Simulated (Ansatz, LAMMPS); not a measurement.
# Structural relaxation of glassy 56P2O5-28Na2O-16Al2O3 (mol %) (139 atoms)

Aim: bring glassy 56P2O5-28Na2O-16Al2O3 (mol %) (139 atoms) to a nearby minimum of the energy and see what moves.

Program: Ansatz 0.2.0. Level of theory: Kohn-Sham DFT, PBE, PAW (set soft_2), plane waves. Results are calculated unless marked as measured.

This is a report of a sequence of runs, with most program output left out.

## Step 1: The structure

The cell holds 139 atoms: 28 P, 14 Na, 8 Al and 89 O. Cell: a = 12.341 Å, b = 12.341 Å, c = 12.341 Å, α = 90.0°, β = 90.0°, γ = 90.0°. 139 atoms (28 P, 14 Na, 8 Al, 89 O) placed at random at 2.53 g/cm³, melted at 4000 K for 10 ps at fixed volume with the Morse and Coulomb pair potential with partial charges (Pedone, Malavasi, Menziani, Cormack and Segre, J. Phys. Chem. B 110, 11780 (2006)). Quenched from 4000 K to 300 K at 200 K/ps and fixed volume, held 10 ps at zero pressure, then minimised at fixed cell.

Before any run, some limits are plain. The quench rate of 200 K/ps is orders of magnitude faster than experiment, which tends to freeze in extra defects. The starting topology of bonds comes from the classical model. The Brillouin zone is sampled at Γ only, in a cell whose shortest periodic width is 12 Å.

## Step 2: Making the structure

A classical potential makes the cell, at a small fraction of what the same run would cost in DFT.

This step: classical MD, Morse and Coulomb pair potential with partial charges (Pedone, Malavasi, Menziani, Cormack and Segre, J. Phys. Chem. B 110, 11780 (2006)) (LAMMPS 22 Jul 2025 - Update 4).

File in.lmp:

```
# melt-quench of P28Na14Al8O89
units metal
atom_style charge
boundary p p p
region box block 0 12.2957 0 12.2957 0 12.2957
create_box 4 box
mass 1 30.9738   # P
mass 2 22.9898   # Na
mass 3 26.9815   # Al
mass 4 15.9990   # O
create_atoms 1 random 28 835965 NULL overlap 1.5 maxtry 2000
create_atoms 2 random 14 835972 NULL overlap 1.5 maxtry 2000
create_atoms 3 random 8 835979 NULL overlap 1.5 maxtry 2000
create_atoms 4 random 89 835986 NULL overlap 1.5 maxtry 2000
pair_style hybrid/overlay pedone 5.5 coul/long 8.0
pair_coeff * * coul/long
pair_coeff 1 4 pedone 0.831326 2.585833 1.800790 1   # P-O
pair_coeff 2 4 pedone 0.023363 1.763867 3.006315 5   # Na-O
pair_coeff 3 4 pedone 0.361581 1.900442 2.164818 0.9   # Al-O
pair_coeff 4 4 pedone 0.042395 1.379316 3.618701 22   # O-O
set type 1 charge 3
set type 2 charge 0.6
set type 3 charge 1.8
set type 4 charge -1.2
kspace_style pppm 1.0e-4
neigh_modify delay 0 every 1 check yes
thermo_style custom step time temp pe press density
thermo_modify norm yes
timestep 0.002
thermo 100
min_style cg
minimize 1e-4 1e-4 200 2000
reset_timestep 0
velocity all create 4000 835966 mom yes dist gaussian
# [... 14 lines left out ...]
thermo 1666
fix md all npt temp 300 300 0.2 iso 0 0 2
run 5000 post no
unfix md
thermo 100
min_style cg
minimize 0 1e-3 2000 20000
write_dump all custom glass.dump id type xs ys zs modify sort id
```

The run is started by

```sh
> lmp -in in.lmp -log none -nocite
```

The job ended after 32 s (1 thread of Intel Xeon at 2.80GHz (Skylake/Cascade Lake), shared host; peak memory 0.34 GiB).

## Step 3: Single point at the start

The forces at the start show how far the geometry lies from a minimum of this functional.

File input.yaml:

```yaml
crystal:
  lattice:
    - [12.34054, 0.0, 0.0]
    - [0.0, 12.34054, 0.0]
    - [0.0, 0.0, 12.34054]
  atoms:
    - { symbol: P, position: [0.63221, 0.29062, 0.50316] }
    - { symbol: P, position: [0.14119, 0.70633, 0.59599] }
    - { symbol: P, position: [0.57097, 0.93824, 0.56939] }
    - { symbol: P, position: [0.85897, 0.19631, 0.87804] }
    - { symbol: P, position: [0.94866, 0.26617, 0.10092] }
    - { symbol: P, position: [0.37025, 0.62837, 0.53668] }
    - { symbol: P, position: [0.23016, 0.10038, 0.87824] }
    - { symbol: P, position: [0.62207, 0.29426, 0.15317] }
    - { symbol: P, position: [0.58934, 0.04753, 0.1722] }
    - { symbol: P, position: [0.00142, 0.51224, 0.8723] }
    - { symbol: P, position: [0.38722, 0.36971, 0.20938] }
    - { symbol: P, position: [0.40327, 0.3913, 0.46015] }
    - { symbol: P, position: [0.83325, 0.40126, 0.40268] }
    - { symbol: P, position: [0.9148, 0.17822, 0.32179] }
    - { symbol: P, position: [0.80001, 0.62252, 0.97646] }
    - { symbol: P, position: [0.24266, 0.92937, 0.58064] }
    - { symbol: P, position: [0.09167, 0.92225, 0.97797] }
    - { symbol: P, position: [0.44218, 0.21314, 0.87102] }
    - { symbol: P, position: [0.5937, 0.6943, 0.23012] }
    - { symbol: P, position: [0.58604, 0.5132, 0.9031] }
    - { symbol: P, position: [0.0469, 0.14753, 0.71989] }
    - { symbol: P, position: [0.1266, 0.61747, 0.26547] }
    - { symbol: P, position: [0.72291, 0.58195, 0.62993] }
    - { symbol: P, position: [0.30326, 0.4167, 0.81643] }
    - { symbol: P, position: [0.35418, 0.04216, 0.25151] }
    - { symbol: P, position: [0.38128, 0.77829, 0.93661] }
    - { symbol: P, position: [0.91172, 0.70846, 0.53033] }
    - { symbol: P, position: [0.80885, 0.78673, 0.32029] }
    - { symbol: Na, position: [0.88293, 0.90522, 0.76478] }
    - { symbol: Na, position: [0.36605, 0.61833, 0.27026] }
    - { symbol: Na, position: [0.63204, 0.83462, 0.97368] }
    - { symbol: Na, position: [0.82732, 0.91159, 0.04879] }
    [... 101 atom lines left out ...]
    - { symbol: O, position: [0.1317, 0.88252, 0.08484] }
    - { symbol: O, position: [0.19306, 0.0312, 0.53844] }
    - { symbol: O, position: [0.96496, 0.18719, 0.80882] }
    - { symbol: O, position: [0.90354, 0.44739, 0.4907] }
    - { symbol: O, position: [0.57016, 0.85195, 0.65716] }
    - { symbol: O, position: [0.00408, 0.03834, 0.68838] }
kpoints:
  mp_grid: { grid: [1, 1, 1] }
hamiltonian:
  xc: pbe
scf:
  occupations: { method: gaussian, width: 0.025 }
output:
  forces: true
  stress: true
  populations: true
  dos:
    method: { smearing: { sigma: 0.08 } }
    de: 0.1
    projected: { site_lists: { Al: [Al], Na: [Na], O: [O], P: [P] } }
  eigenvalues: true
```

The run is started by

```sh
> ansatz run input.yaml --threads 4 --pin off --max-ram 8192MiB --backend cpu --events-out ev --progress --plain --runs-dir out
```

It took 59 s on 4 threads of Arm Neoverse V2, shared host; peak memory 3 GiB.

The run gave:

```
free energy                                      : -96842.8324 eV
free energy per atom                             : -696.7110 eV/atom
SCF cycles                                       : 10
pressure                                         : 3.401 GPa
r.m.s. force component                           : 1.287 eV/Å
longest force                                    : 5.627 eV/Å
Fermi energy                                     : 5.301 eV
gap (highest filled to lowest empty level) : 1.498 eV
spilling of the projection                       : 0.01447
```

The r.m.s. force component of 1.3 eV/Å and the pressure of 3.4 GPa set the starting point.

Neighbours are counted within 1.98 Å (O-P), 2.83 Å (O-Na), 2.19 Å (O-Al).

Length of the force by element and coordination:

| element | coordination | atoms | mean length of the force (eV/Å) | spread | least | most |
| --- | --- | --- | --- | --- | --- | --- |
| Al | all | 8 | 1.65 | 0.613 | 1.04 | 2.97 |
| Al | 4 | 6 | 1.77 | 0.663 | 1.04 | 2.97 |
| Al | 5 | 2 | 1.30 | 0.130 | 1.17 | 1.43 |
| Na | all | 14 | 0.649 | 0.255 | 0.325 | 1.19 |
| Na | 3 | 3 | 0.534 | 0.132 | 0.348 | 0.634 |
| Na | 4 | 5 | 0.884 | 0.271 | 0.482 | 1.19 |
| Na | 5 | 5 | 0.548 | 0.0651 | 0.458 | 0.625 |
| Na | 6 | 1 | 0.325 | 0 | 0.325 | 0.325 |
| O | all | 89 | 1.66 | 0.944 | 0.352 | 4.47 |
| O | 1 | 6 | 0.877 | 0.396 | 0.392 | 1.49 |
| O | 2 | 55 | 1.70 | 0.900 | 0.360 | 4.13 |
| O | 3 | 22 | 1.77 | 1.05 | 0.684 | 4.47 |
| O | 4 | 6 | 1.70 | 0.949 | 0.352 | 3.17 |
| P | all | 28 | 3.26 | 1.12 | 1.11 | 5.63 |

## Step 4: Relaxation

With the cell held, the atoms are moved downhill towards a nearby minimum.

input.yaml, the sections that differ from step 3:

```yaml
output:
  forces: true
relax:
  f_tol: 0.03
  max_steps: 200
# crystal, kpoints, hamiltonian, scf: as in step 3
```

Wall time 19 min (4 threads); peak memory 2.9 GiB; 73 min of CPU time.

Step by step (22 of 45):

| step | energy less that of the first step (eV) | largest force component (eV/Å) |
| --- | --- | --- |
| 1 | 0.0000 | 5.1807 |
| 3 | -9.6928 | 1.4204 |
| 5 | -12.2416 | 0.4416 |
| 7 | -13.0087 | 0.4011 |
| 9 | -13.6335 | 0.4810 |
| 11 | -13.9873 | 0.4171 |
| 14 | -14.1176 | 0.2129 |
| 16 | -14.1780 | 0.0654 |
| 18 | -14.2144 | 0.1712 |
| 20 | -14.2365 | 0.0497 |
| 22 | -14.2468 | 0.0654 |
| 24 | -14.2434 | 0.1327 |
| 26 | -14.2681 | 0.1905 |
| 28 | -14.2801 | 0.2967 |
| 30 | -14.3687 | 0.4119 |
| 32 | -14.4940 | 1.6567 |
| 35 | -14.7043 | 0.2783 |
| 37 | -14.7184 | 0.0616 |
| 39 | -14.7306 | 0.0579 |
| 41 | -14.7106 | 0.3458 |
| 43 | -14.7408 | 0.0404 |
| 45 | -14.7419 | 0.0250 |

Relaxation steps 19, 24, 36, 41 were tried and not accepted.

The atoms that moved most (Å):

| atom | dx | dy | dz | length |
| --- | --- | --- | --- | --- |
| O107 | 0.462 | -0.010 | -1.532 | 1.600 |
| O58 | -0.560 | -0.737 | 1.095 | 1.434 |
| O82 | -1.335 | -0.127 | 0.354 | 1.388 |
| O76 | -0.722 | -0.902 | -0.718 | 1.360 |
| O59 | 0.510 | -0.766 | -0.903 | 1.290 |
| Na31 | -0.600 | -0.577 | 0.685 | 1.078 |
| P22 | 0.451 | -0.237 | -0.862 | 1.001 |
| Na34 | -0.529 | 0.515 | 0.666 | 0.995 |

The relaxation changed the energy by -106 meV/atom, and atoms moved by 0.54 Å r.m.s., 1.6 Å at most.

## Step 5: Local order after relaxation

Bonds before and after, by the cutoffs listed below:

| pair | bonds before | bonds after | mean before (Å) | mean after (Å) | spread before (Å) | spread after (Å) |
| --- | --- | --- | --- | --- | --- | --- |
| O-P | 112 | 112 | 1.531 | 1.562 | 0.030 | 0.065 |
| O-Na | 57 | 60 | 2.440 | 2.364 | 0.148 | 0.125 |
| O-Al | 35 | 37 | 1.816 | 1.838 | 0.101 | 0.080 |

Density 2.50 g/cm³, 13.52 Å³ an atom.

g(r), total and by pair (bins of 0.2 Å):

| r (Å) | total | O-O | O-P | O-Na | O-Al | P-P | P-Na |
| --- | --- | --- | --- | --- | --- | --- | --- |
| 1.40 | 0.85 | 0.00 | 3.31 | 0.00 | 0.00 | 0.00 | 0.00 |
| 1.60 | 2.59 | 0.00 | 10.07 | 0.00 | 0.00 | 0.00 | 0.00 |
| 1.80 | 0.86 | 0.00 | 0.50 | 0.00 | 9.98 | 0.00 | 0.00 |
| 2.00 | 0.10 | 0.00 | 0.00 | 0.00 | 1.39 | 0.00 | 0.00 |
| 2.20 | 0.30 | 0.00 | 0.00 | 2.19 | 0.23 | 0.00 | 0.00 |
| 2.40 | 0.95 | 1.16 | 0.00 | 3.61 | 0.18 | 0.00 | 0.00 |
| 2.60 | 1.91 | 4.44 | 0.00 | 0.63 | 0.00 | 0.00 | 0.00 |
| 2.80 | 0.39 | 0.67 | 0.00 | 0.38 | 0.14 | 0.24 | 0.95 |
| 3.00 | 0.92 | 1.16 | 0.26 | 0.72 | 0.11 | 3.62 | 1.06 |
| 3.20 | 0.96 | 0.83 | 0.61 | 0.82 | 0.30 | 0.95 | 3.00 |
| 3.40 | 0.96 | 0.80 | 1.14 | 0.47 | 0.81 | 0.00 | 3.13 |
| 3.60 | 0.90 | 0.71 | 1.27 | 0.93 | 1.06 | 0.00 | 1.50 |
| 3.80 | 1.04 | 0.67 | 1.56 | 1.25 | 1.73 | 0.13 | 0.66 |
| 4.00 | 1.13 | 0.60 | 1.96 | 1.04 | 1.88 | 0.83 | 0.59 |
| 4.20 | 1.16 | 0.95 | 1.40 | 0.92 | 2.26 | 1.29 | 0.54 |
| 4.40 | 1.02 | 1.05 | 0.93 | 1.06 | 1.64 | 1.48 | 0.50 |
| 4.60 | 0.98 | 1.11 | 0.80 | 1.04 | 0.41 | 1.35 | 0.89 |
| 4.80 | 1.10 | 1.31 | 0.74 | 1.52 | 0.51 | 1.66 | 0.66 |
| 5.00 | 1.06 | 1.31 | 0.81 | 0.79 | 0.84 | 1.14 | 1.45 |
| 5.20 | 1.02 | 1.15 | 0.87 | 0.89 | 0.73 | 1.34 | 1.06 |
| 5.40 | 0.97 | 0.97 | 0.92 | 1.21 | 0.61 | 1.85 | 0.52 |
| 5.60 | 0.91 | 0.94 | 0.94 | 0.73 | 1.14 | 0.49 | 1.09 |
| 5.80 | 0.98 | 0.89 | 1.12 | 0.97 | 0.94 | 1.02 | 1.07 |
| 6.00 | 1.00 | 0.96 | 1.09 | 1.02 | 0.99 | 0.74 | 0.90 |

Bonds by pair of elements; cutoffs follow the first minimum of g(r), held within bounds set by covalent radii, and pairs that aren't listed don't count as bonded:

| pair A-B | cutoff (Å) | bonds | mean length (Å) | spread (Å) | shortest (Å) | B about A | A about B |
| --- | --- | --- | --- | --- | --- | --- | --- |
| O-P | 2.11 | 112 | 1.56 | 0.065 | 1.47 | 1.26 | 4 |
| O-Na | 2.77 | 60 | 2.36 | 0.125 | 2.14 | 0.674 | 4.29 |
| O-Al | 2.27 | 37 | 1.84 | 0.08 | 1.73 | 0.416 | 4.62 |

How many atoms have how many bonded neighbours:

| element | mean | 1 | 2 | 3 | 4 | 5 | 6 |
| --- | --- | --- | --- | --- | --- | --- | --- |
| Al | 4.62 | 0 | 0 | 0 | 3 | 5 | 0 |
| Na | 4.29 | 0 | 0 | 3 | 7 | 1 | 3 |
| O | 2.35 | 3 | 54 | 30 | 2 | 0 | 0 |
| P | 4 | 0 | 0 | 0 | 28 | 0 | 0 |

Bond angles, per cent of each kind in bins of 5°:

| angle (°) | O-P-O | O-Na-O | O-Al-O | Na-O-P | Al-O-P |
| --- | --- | --- | --- | --- | --- |
| 50–55 | 0.0 | 0.9 | 0.0 | 0.0 | 0.0 |
| 55–60 | 0.0 | 2.8 | 0.0 | 0.0 | 0.0 |
| 60–65 | 0.0 | 4.7 | 0.0 | 0.0 | 0.0 |
| 65–70 | 0.0 | 1.9 | 0.0 | 0.0 | 0.0 |
| 70–75 | 0.0 | 0.9 | 1.5 | 0.0 | 0.0 |
| 75–80 | 0.0 | 8.5 | 1.5 | 0.0 | 0.0 |
| 80–85 | 0.0 | 9.4 | 2.9 | 1.6 | 0.0 |
| 85–90 | 0.0 | 10.4 | 14.7 | 7.9 | 0.0 |
| 90–95 | 0.0 | 6.6 | 17.6 | 9.5 | 2.7 |
| 95–100 | 5.9 | 10.4 | 5.9 | 6.3 | 0.0 |
| 100–105 | 17.3 | 4.7 | 7.3 | 9.5 | 2.7 |
| 105–110 | 31.0 | 2.8 | 11.8 | 11.1 | 0.0 |
| 110–115 | 29.8 | 7.5 | 11.8 | 6.3 | 2.7 |
| 115–120 | 12.5 | 4.7 | 4.4 | 12.7 | 2.7 |
| 120–125 | 3.0 | 0.9 | 4.4 | 4.8 | 2.7 |
| 125–130 | 0.6 | 4.7 | 5.9 | 12.7 | 0.0 |
| 130–135 | 0.0 | 4.7 | 0.0 | 4.8 | 16.2 |
| 135–140 | 0.0 | 3.8 | 0.0 | 6.3 | 13.5 |
| 140–145 | 0.0 | 0.9 | 1.5 | 6.3 | 5.4 |
| 145–150 | 0.0 | 0.9 | 0.0 | 0.0 | 13.5 |
| 150–155 | 0.0 | 1.9 | 2.9 | 0.0 | 8.1 |
| 155–160 | 0.0 | 1.9 | 0.0 | 0.0 | 13.5 |
| 160–165 | 0.0 | 0.9 | 0.0 | 0.0 | 8.1 |
| 165–170 | 0.0 | 2.8 | 1.5 | 0.0 | 5.4 |
| 170–175 | 0.0 | 0.0 | 4.4 | 0.0 | 0.0 |
| 175–180 | 0.0 | 0.0 | 0.0 | 0.0 | 2.7 |

Bond angles (no mean is given where the spread exceeds 20°):

| angle | count | mean (°) | spread (°) |
| --- | --- | --- | --- |
| O-P-O | 168 | 109 | 5.8 |
| O-Na-O | 106 | - | - |
| O-Al-O | 68 | - | - |
| Na-O-P | 63 | 113 | 16.9 |
| Al-O-P | 37 | 143 | 18.2 |

Oxygen atoms by the number of network formers (Si, P, Ge, B, Al, As, Ga) bound to them:

| network formers bound to O | O atoms | per cent |
| --- | --- | --- |
| 0 | 0 | 0 |
| 1 | 30 | 33.7 |
| 2 | 58 | 65.2 |
| 3 | 1 | 1.1 |

Network units: each former by its oxygen neighbours and how many of them bridge to another former:

| former | O neighbours | bridging O | atoms |
| --- | --- | --- | --- |
| P | 4 | 2 | 8 |
| P | 4 | 3 | 14 |
| P | 4 | 4 | 6 |
| Al | 4 | 4 | 3 |
| Al | 5 | 5 | 5 |

Bond length by coordination (bonds to H left out):

| element | coordination | atoms | mean bond length (Å) |
| --- | --- | --- | --- |
| Al | 4 | 3 | 1.76 |
| Al | 5 | 5 | 1.87 |
| Na | 3 | 3 | 2.28 |
| Na | 4 | 7 | 2.35 |
| Na | 5 | 1 | 2.38 |
| Na | 6 | 3 | 2.42 |
| O | 1 | 3 | 1.47 |
| O | 2 | 54 | 1.69 |
| O | 3 | 30 | 2.01 |
| O | 4 | 2 | 2.11 |

Rings of the network by King's shortest-path rule, up to 12 atoms, one path for each pair of neighbours; H, halogens, alkali and alkaline-earth atoms are left out, and the last column divides by all other atoms, bonded or not:

| ring size (atoms) | rings | per network atom |
| --- | --- | --- |
| 4 | 1 | 0.008 |
| 6 | 1 | 0.008 |
| 8 | 7 | 0.056 |
| 10 | 7 | 0.056 |
| 12 | 10 | 0.08 |

First main peaks of g(r), for some of the pairs, lie near 2.5 Å (O-O), 1.6 Å (O-P), 2.3 Å (O-Na), 1.8 Å (O-Al), 3.0 Å (P-P) and 3.4 Å (P-Na). Counting bonds as in the table, 62 % of Al atoms have 5, 50 % of Na atoms have 4, 61 % of O atoms have 2 and all P atoms have 4 bonded neighbours. The O-P-O angle averages 109° with a spread of 6°. 65 % of the oxygens bridge two formers (P and Al) and 34 % are non-bridging; 1 % join three. The commonest P unit has 4 oxygens, 3 of them shared with other formers (14 of 28 atoms). Rings of 12 atoms are the most common (38 % of those counted); sizes run from 4 to 12, where the search stops.

(Part 1 of 2 ends here.)

[Logs are printed without paths, hosts, clocks, repeated set-up lines and the standing remarks that a program may print on its own settings, such as how far it seeks lower states.]

[Hosts, paths, dates, database ids (printed as entryN), source tags and the programs' standing remarks are cut or masked in the printed files.]
